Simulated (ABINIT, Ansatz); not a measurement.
# LiF (Griceite): G0W0 with ABINIT, start to end

How does a plane-wave GW calculation on LiF (Griceite) run from the first input to the gap?

Program: ABINIT 10.8.3. Level of theory: PBE and many-body steps on it, plane waves. Values are calculated unless marked as measured.

## Step 1: Starting point

The structure is cubic, space group Fm-3m (No. 225). The conventional cell has a = 4.028 Å, b = 4.028 Å, c = 4.028 Å, α = 90.00°, β = 90.00°, γ = 90.00°. Nearest to Li lie 6 F at 2.01 Å. F has 6 Li at 2.01 Å nearest. Farther neighbours, and contacts between anions beyond the nearest, are not listed.

Structure file:

```cif
data_structure
_symmetry_space_group_name_H-M 'P 1'
_symmetry_Int_Tables_number 1
_cell_length_a 2.8482
_cell_length_b 2.8482
_cell_length_c 2.8482
_cell_angle_alpha 60.000
_cell_angle_beta 60.000
_cell_angle_gamma 60.000
_cell_volume 16.34
loop_
_atom_site_label
_atom_site_type_symbol
_atom_site_fract_x
_atom_site_fract_y
_atom_site_fract_z
_atom_site_occupancy
Li1 Li 0.00000 0.00000 0.00000 1
F2 F 0.50000 0.50000 0.50000 1
```

The cell and positions come from the Crystallography Open Database and are kept as given unless a step says otherwise.

## Step 2: Ground state

This step: ABINIT 10.8.3; DFT, PBE, plane waves, norm-conserving pseudopotentials.

The ground-state density comes first.

Contents of run.abi:

```
acell 3*1.0 Angstrom
rprim 
  -0.000000000000 2.014000000000 2.014000000000
  2.014000000000 -0.000000000000 2.014000000000
  2.014000000000 2.014000000000 -0.000000000000
ntypat 2
znucl 3 9
natom 2
typat 1 2
xred 
  0.000000000000 0.000000000000 0.000000000000
  0.500000000000 0.500000000000 0.500000000000
pp_dirpath "pseudos"
pseudos "Li.upf, F.upf"
ecut 36
ngkpt 8 8 8
nshiftk 1
shiftk 0 0 0
kptopt 1
chksymbreak 0
nband 10
occopt 1
tolvrs 1e-10
nstep 60
prtwf 0
optforces 0
optstress 0
indata_prefix "in"
outdata_prefix "out"
tmpdata_prefix "tmp"
```

Command:

```sh
$ OMP_NUM_THREADS=1 mpirun -n 8 abinit run.abi > log
```

Output:

```text
.Version 10.8.3 of ABINIT. v10.8.2 released Aug 2026.

 Symmetries : space group Fm -3 m (#225); Bravais cF (face-center cubic)
================================================================================
 Values of the parameters that define the memory need of the present run
     intxc =       0    ionmov =       0      iscf =       7    lmnmax =       5
     lnmax =       5     mgfft =      30  mpssoang =       3    mqgrid =    3001
     natom =       2  nloc_mem =       1    nspden =       1   nspinor =       1
    nsppol =       1      nsym =      48    n1xccc =    2501    ntypat =       2
    occopt =       1   xclevel =       2
-    mband =          10        mffmem =           1         mkmem =           4
       mpw =        1155          nfft =       27000          nkpt =          29
================================================================================
  Rough estimation (10% accuracy) of disk space for files :
================================================================================

--------------------------------------------------------------------------------
------------- Echo of variables that govern the present computation ------------
--------------------------------------------------------------------------------
 -outvars: echo values of preprocessed input variables --------
            acell      1.8897261259E+00  1.8897261259E+00  1.8897261259E+00 Bohr

      chksymbreak           0
             ecut      3.60000000E+01 Hartree
-          fftalg         312

              ixc     -101130
              kpt      0.00000000E+00  0.00000000E+00  0.00000000E+00
                       1.25000000E-01  0.00000000E+00  0.00000000E+00
                       2.50000000E-01  0.00000000E+00  0.00000000E+00
                       3.75000000E-01  0.00000000E+00  0.00000000E+00
                       5.00000000E-01  0.00000000E+00  0.00000000E+00
                       1.25000000E-01  1.25000000E-01  0.00000000E+00
                       2.50000000E-01  1.25000000E-01  0.00000000E+00
                       3.75000000E-01  1.25000000E-01  0.00000000E+00
                       5.00000000E-01  1.25000000E-01  0.00000000E+00
   [... 18 further rows ...]
                      -3.75000000E-01  5.00000000E-01  1.25000000E-01
                      -2.50000000E-01  5.00000000E-01  2.50000000E-01
         kptrlatt        8    0    0      0    8    0      0    0    8
          kptrlen      4.30589384E+01
P           mkmem           4
            natom           2
            nband          10
            ngfft          30      30      30
             nkpt          29
            nstep          60
             nsym          48
           ntypat           2
              occ      2.000000  2.000000  2.000000  2.000000  2.000000  0.000000
                       0.000000  0.000000  0.000000  0.000000
        optforces           0
        optstress           0
            prtwf           0
            rprim     -0.0000000000E+00  2.0140000000E+00  2.0140000000E+00
[...]
spgroup         225

           tolvrs      1.00000000E-10

             xred      0.0000000000E+00  0.0000000000E+00  0.0000000000E+00
[...]
znucl        3.00000    9.00000

================================================================================

 chkinp: Checking input parameters for consistency.

================================================================================
== DATASET  1 ==================================================================
-   mpi_nproc: 8, omp_nthreads: 1 (-1 if OMP is not activated)

--- !DatasetInfo
iteration_state: {dtset: 1, }
dimensions: {natom: 2, nkpt: 29, mband: 10, nsppol: 1, nspinor: 1, nspden: 1, mpw: 1155, }
cutoff_energies: {ecut:  36.0, pawecutdg:  -1.0, }
electrons: {nelect:   1.00000000E+01, charge:   0.00000000E+00, occopt:   1.00000000E+00, tsmear:   1.00000000E-02, }

 Real(R)+Recip(G) space primitive vectors, cartesian coordinates (Bohr,Bohr^-1):
 R(1)=  0.0000000  3.8059084  3.8059084  G(1)= -0.1313747  0.1313747  0.1313747
 R(2)=  3.8059084  0.0000000  3.8059084  G(2)=  0.1313747 -0.1313747  0.1313747
 R(3)=  3.8059084  3.8059084  0.0000000  G(3)=  0.1313747  0.1313747 -0.1313747
 Unit cell volume ucvol=  1.1025670E+02 bohr^3
 Angles (23,13,12)=  6.00000000E+01  6.00000000E+01  6.00000000E+01 degrees

 getcut: wavevector=  0.0000  0.0000  0.0000  ngfft=  30  30  30
         ecut(hartree)=     36.000   => boxcut(ratio)=   2.06592

--- Pseudopotential description ------------------------------------------------
- Li Generated using ONCVPSP code by D. R. Hamann
-  3.00000   3.00000  171031                  znucl, zion, pspdat
12 -101130 1 -1 1944                          pspcod,pspxc,lmax,lloc,mmax
     nproj     2     2     0
  pspatm : epsatm=    2.74360059
         --- l  ekb(1:nproj) -->
[...]
pspatm: atomic psp has been read  and splines computed

- F Generated using ONCVPSP code by D. R. Hamann
-  9.00000   7.00000  171031                  znucl, zion, pspdat
12 -101130 2 -1 832                           pspcod,pspxc,lmax,lloc,mmax
     nproj     2     2     1
  pspatm : epsatm=    4.87625608
         --- l  ekb(1:nproj) -->
[...]
1   -3.955629   -1.291931
             2   -2.441503
 pspatm: atomic psp has been read  and splines computed

   7.61985667E+01                                ecore*ucvol(ha*bohr**3)
--------------------------------------------------------------------------------

_setup2: Arith. and geom. avg. npw (full set) are    1137.021    1137.006

================================================================================

--- !BeginCycle
iteration_state: {dtset: 1, }
solver: {iscf: 7, nstep: 60, nline: 4, wfoptalg: 0, }
tolerances: {tolvrs: 1.00E-10, }

     iter   Etot(hartree)      deltaE(h)  residm     vres2
 ETOT  1  -31.947927    -3.195E+01 1.669E-01 1.045E+02
 ETOT  2  -31.964561    -1.663E-02 8.094E-04 7.177E+01
 ETOT  3  -31.990029    -2.547E-02 1.499E-03 2.299E+00
 ETOT  4  -31.990759    -7.298E-04 6.646E-04 9.345E-03
 ETOT  5  -31.990761    -2.284E-06 1.832E-04 1.498E-04
 ETOT  6  -31.990761    -1.534E-08 9.196E-05 6.269E-06
 ETOT  7  -31.990761    -7.882E-11 1.076E-04 1.867E-08
 ETOT  8  -31.990761    -4.118E-12 4.822E-05 1.008E-10
 ETOT  9  -31.990761    -2.380E-13 5.416E-05 1.898E-12

 At SCF step    9       vres2   =  1.90E-12 < tolvrs=  1.00E-10 =>converged.

--- !ResultsGS
iteration_state: {dtset: 1, }
comment   : Summary of ground state results
lattice_vectors:
- [ -0.0000000,   3.8059084,   3.8059084, ]
- [  3.8059084,  -0.0000000,   3.8059084, ]
- [  3.8059084,   3.8059084,  -0.0000000, ]
lattice_lengths: [   5.38237,    5.38237,    5.38237, ]
lattice_angles: [ 60.000,  60.000,  60.000, ] # degrees, (23, 13, 12)
lattice_volume:   1.1025670E+02
convergence: {deltae: -2.380E-13, res2:  1.898E-12, residm:  5.416E-05, diffor:  0.000E+00, }
etotal    :  -3.19907614E+01
entropy   :   0.00000000E+00
fermie    :  -3.57929276E-02
cartesian_stress_tensor: null
pressure_GPa: null
xred      :
- [  0.0000E+00,   0.0000E+00,   0.0000E+00, Li]
- [  5.0000E-01,   5.0000E-01,   5.0000E-01,  F]
cartesian_forces: null
force_length_stats: {min: null, max: null, mean: null, }

 Integrated electronic density in atomic spheres:
 ------------------------------------------------
 Atom  Sphere_radius  Integrated_density
    1        2.00000          2.33072837
    2        2.00000          7.09534579
================================================================================

 ----iterations are completed or convergence reached----

 Mean square residual over all n,k,spin=   30.366E-08; max=  54.155E-06
 reduced coordinates (array xred) for    2 atoms
       0.000000      0.000000      0.000000
       0.500000      0.500000      0.500000
 rms dE/dt=  0.0000E+00; max dE/dt=  0.0000E+00; dE/dt below (all hartree)
    1       0.000000      0.000000      0.000000
    2       0.000000      0.000000      0.000000

 cartesian coordinates (angstrom) at end:
    1      0.000000     0.000000     0.000000
    2      2.014000     2.014000     2.014000
 length scales=  1.889726  1.889726  1.889726 bohr
              =  1.000000  1.000000  1.000000 angstroms
 prteigrs : about to open file out_EIG
 Fermi (or HOMO) energy (hartree) =  -0.03579   Average Vxc (hartree)=  -0.36444
 Eigenvalues (hartree) for nkpt=  29  k points:
 kpt#   1, nband= 10, wtk=  0.00195, kpt=  0.0000  0.0000  0.0000 (reduced coord)
  -1.53679   -0.76691   -0.03579   -0.03579   -0.03579    0.29916    0.84586    0.84586
   0.84586    0.86111
 prteigrs : prtvol=0 or 1, do not print more k-points.

--- !EnergyTerms
iteration_state     : {dtset: 1, }
comment             : Components of total free energy in Hartree
kinetic             :  2.151573E+01
hartree             :  8.338748E+00
xc                  : -7.302378E+00
Ewald energy        : -2.047414E+01
psp_core            :  6.911015E-01
local_psp           : -2.750932E+01
non_local_psp       : -7.250504E+00
total_energy        : -3.199076E+01
total_energy_eV     : -8.705130E+02
band_energy         : -5.039912E+00

== END DATASET(S) ==============================================================
================================================================================

 -outvars: echo values of variables after computation  --------
           etotal     -3.1990761394E+01
            nband          10
             nkpt          29
          spgroup         225
 [... the other variables as echoed above ...]

 Calculation completed.
```

It took 3.5 s on 8 MPI ranks of AMD EPYC 7B13 (Zen 3), shared host; peak memory 0.54 GiB; 26 s of CPU time.

This step gave:

| Item | Value |
| --- | --- |
| total energy | -870.5130 eV |
| gap | 9.114 eV |
| k of the valence top | 0, 0, 0 |
| k of the conduction bottom | 0, 0, 0 |
| least direct gap | 9.114 eV |

The gap is direct, at Γ.

[end of part 1 of 3]

[Long decimals in the printed logs are rounded to 6 places.]

[Logs are printed without paths, hosts, clocks, repeated set-up lines and the standing remarks that a program may print on its own settings, such as how far it seeks lower states.]

[Paths, hosts, dates, memory and timing lines, banners, echoed tables and standing remarks are left out of the program output; an Ansatz launch command may be rebuilt from the run's recorded settings. Measured values are a selection of at most five: reports struck by readers or far from the other reports are left out. None is set beside runs whose start may be inverted or whose files or cutoffs have a known fault.]

[Runs of the session that timed out or met a known fault of the program may be left out.]

[Hosts, paths, dates, database ids (printed as entryN), source tags and the programs' standing remarks are cut or masked in the printed files.]

[G0W0 gaps are taken among the corrected bands and points alone; a level outside them can change the order at an edge.]

[Where Ansatz stands beside ABINIT at settings called matched, ABINIT's density can come from a denser mesh and the files from another edition; pairs whose starting gaps differed by over 0.03 eV were left out, so agreement reads better than it is.]
